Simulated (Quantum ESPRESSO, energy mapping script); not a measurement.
# NiO: J from the energies of magnetic orders, part 3 of 3

How strongly do the moments of NiO couple under PBE+U (6 eV), QE, GBRV? The plan is to run several orders and fit a Heisenberg model.

PBE with U = 6 eV on Ni d, ortho-atomic projectors; plane waves, U on orthogonalised atomic orbitals unless named otherwise, collinear spin, no spin–orbit coupling.

So far. Step 10 (Order 9: parallel, cell E of 6 atoms): The run ends ferromagnetic. For each magnetic atom its energy differs from the parallel run of the first cell by -0.15 meV, an error that one common reference would have brought in. Step 11 (Order 10: uncompensated ++−, cell E of 6 atoms): The run ends ferrimagnetic, 45.98 meV a magnetic atom below the parallel order of its cell.

### Step 12. From energies to couplings

Each energy difference is a sum of couplings weighted by the pairs that the order reverses. A few near shells are fitted to the differences by least squares. Energies are those extrapolated to zero occupation width, not the free energies F.

The orders that converged (zero: parallel moments in the same cell):

```
                      order  atoms  energy (meV a magnetic atom)  moments (μB)  moments kept as typed  opposed neighbours at 2.95, 4.17, 5.11 Å
         parallel in cell A      4                          0.00          1.73                    yes                                   0, 0, 0
   compensated +− in cell A      4                         10.67          1.74                    yes                                  8, 0, 16
         parallel in cell B      4                          0.00          1.73                    yes                                   0, 0, 0
   compensated +− in cell B      4                       -104.49          1.67                    yes                                  6, 6, 12
         parallel in cell C      6                          0.00          1.73                    yes                                   0, 0, 0
uncompensated ++− in cell C      6                        -72.73  1.67 to 1.70                    yes                                  4, 4, 12
         parallel in cell D      6                          0.00          1.73                    yes                                   0, 0, 0
uncompensated ++− in cell D      6                        -20.96  1.71 to 1.72                    yes                            5.33, 1.33, 16
         parallel in cell E      6                          0.00          1.73                    yes                                   0, 0, 0
uncompensated ++− in cell E      6                        -45.98  1.69 to 1.71                    yes                             6.67, 2.67, 8
```

Couplings from the energies, with E = −Σ J e·e over ordered pairs:

```
 pair  distance (Å)  neighbours  J (meV)
Ni–Ni          2.95          12    0.625
Ni–Ni          4.17           6    -9.40
Ni–Ni          5.11          24   0.0256
Ni–Ni          5.90          12   -0.344
```

These orders cannot tell some unfitted shells from fitted ones: the value at 2.95 Å holds J(2.95) + 4 J(7.80) + J(8.85), the value at 5.11 Å holds J(5.11) + J(8.85) and the value at 5.90 Å holds J(5.90) − J(8.85); other unfitted shells add to the values wholly or in part.

Adding the shell at 6.60 Å gives 0.67, -9.4, 0.032, -0.35 and -0.032 meV and a mean-field temperature of 402 K, an exact solve that tests nothing.

In mean field these couplings order at 404 K, at q = (0.50, 0.50, 0.50) in fractions of the conventional cell's reciprocal vectors, and give a Curie–Weiss temperature of -405 K.

### Step 13. Finite temperature

Mean field ignores fluctuations and overstates the ordering temperature, so the model is also sampled. The heat capacity peaks where order sets in.

Classical unit spins with these couplings on 8×8×4 copies of a cell that holds the lowest order (512 spins), heat-bath sweeps, cooled from random directions, 831 sweeps to settle and 2493 measured at each temperature, averaged over 8 runs.

```
T (K)  order along the lowest pattern  net moment  heat capacity (k_B a spin)
 48.5                            0.42        0.01                        1.00
 83.0                            0.39        0.01                        1.06
  135                            0.39        0.01                        1.16
  169                            0.36        0.02                        1.29
  204                            0.35        0.02                        1.40
  255                            0.27        0.02                        1.82
  273                            0.25        0.02                        1.86
  290                            0.21        0.02                        1.82
  324                            0.15        0.03                        1.10
  359                            0.12        0.03                        0.64
  410                            0.09        0.03                        0.38
  445                            0.08        0.03                        0.28
```

The smoothed heat capacity peaks at 269 K. The order column follows one pattern alone; equivalent domains or another pattern share the rest.

### Step 14. Outcome

| Item | Value |
| --- | --- |
| lowest order tried | compensated +− in cell B |
| largest fitted value (a combination of shells), Ni–Ni at 4.17 Å | -9.40 meV |
| ordering temperature, mean field | 404 K |
| heat-capacity peak, Monte Carlo | 269 K |

**Reading.** Of the orders tried, NiO prefers the order “compensated +− in cell B” under PBE+U (6 eV), QE, GBRV, with 6 of 12 neighbours at 2.95 Å, 6 of 6 neighbours at 4.17 Å and 12 of 24 neighbours at 5.11 Å opposed, and the heat capacity of the fitted model peaks near 269 K (Monte Carlo, classical spins). The largest fitted coupling is the Ni–Ni pair at 4.17 Å, antiferromagnetic at -9.4 meV, across a ligand at about 180°. The straight metal–ligand–metal path outweighs the right-angled one, the pattern expected of superexchange through one ligand p orbital, which these runs do not test. The orders also reverse pairs at 6.60 Å, which are not fitted, so the fitted values hold their part too. With 5 differences for 4 couplings the fit misses by 0.39 meV at most, a small part of the spread. In the fitted orders moments change by up to 3.4 % against the parallel run of the same cell, so their size stays put. Monte Carlo puts the peak at 0.67 of the mean-field temperature, since mean field leaves out fluctuations. In tests on simple cubic and body-centred models such peaks lay 5 to 6 % under the bulk value. On cooling, the order along the one computed pattern stays at or under 0.42: the model settles in an equivalent domain, a degenerate mixture or another order. The parallel order holds 2 μB a magnetic atom, spin 1; the common factor (S+1)/S would raise the classical 269 K to 539 K, a correction that often overshoots. The classical value and the one scaled by (S+1)/S differ by a factor of 2, so closeness of either to the measured temperature is partly a matter of convention.

Calculation against experiment:

| quantity | measured | PBE+U (6 eV), QE, GBRV, Monte Carlo | PBE+U (6 eV), QE, GBRV, Monte Carlo × (S+1)/S |
| --- | --- | --- | --- |
| ordering temperature (spin model) (K) | 525 | 269 (-48.7 %) | 539 (+2.6 %) |

Measured values from arxiv:2004.06613 (2020).

**Verdict.** For the ordering temperature, of the levels listed nearest comes PBE+U (6 eV), QE, GBRV, Monte Carlo × (S+1)/S (+2.6 %, good agreement) and farthest PBE+U (6 eV), QE, GBRV, Monte Carlo (-48.7 %, a clear miss). A U picked for its result is no test. No cell relaxation is part of this session.

[Logs and program files are shortened in this print: banners, set-up blocks, solver, clock and traceback lines can be left out without a mark of their own.]

[Logs are printed without paths, hosts, clocks, repeated set-up lines and the standing remarks that a program may print on its own settings, such as how far it seeks lower states.]

[Hosts, paths, dates, database ids (printed as entryN), source tags and the programs' standing remarks are cut or masked in the printed files.]

[Where a cell is said to come from a database of computed structures, the database is the Materials Project.]
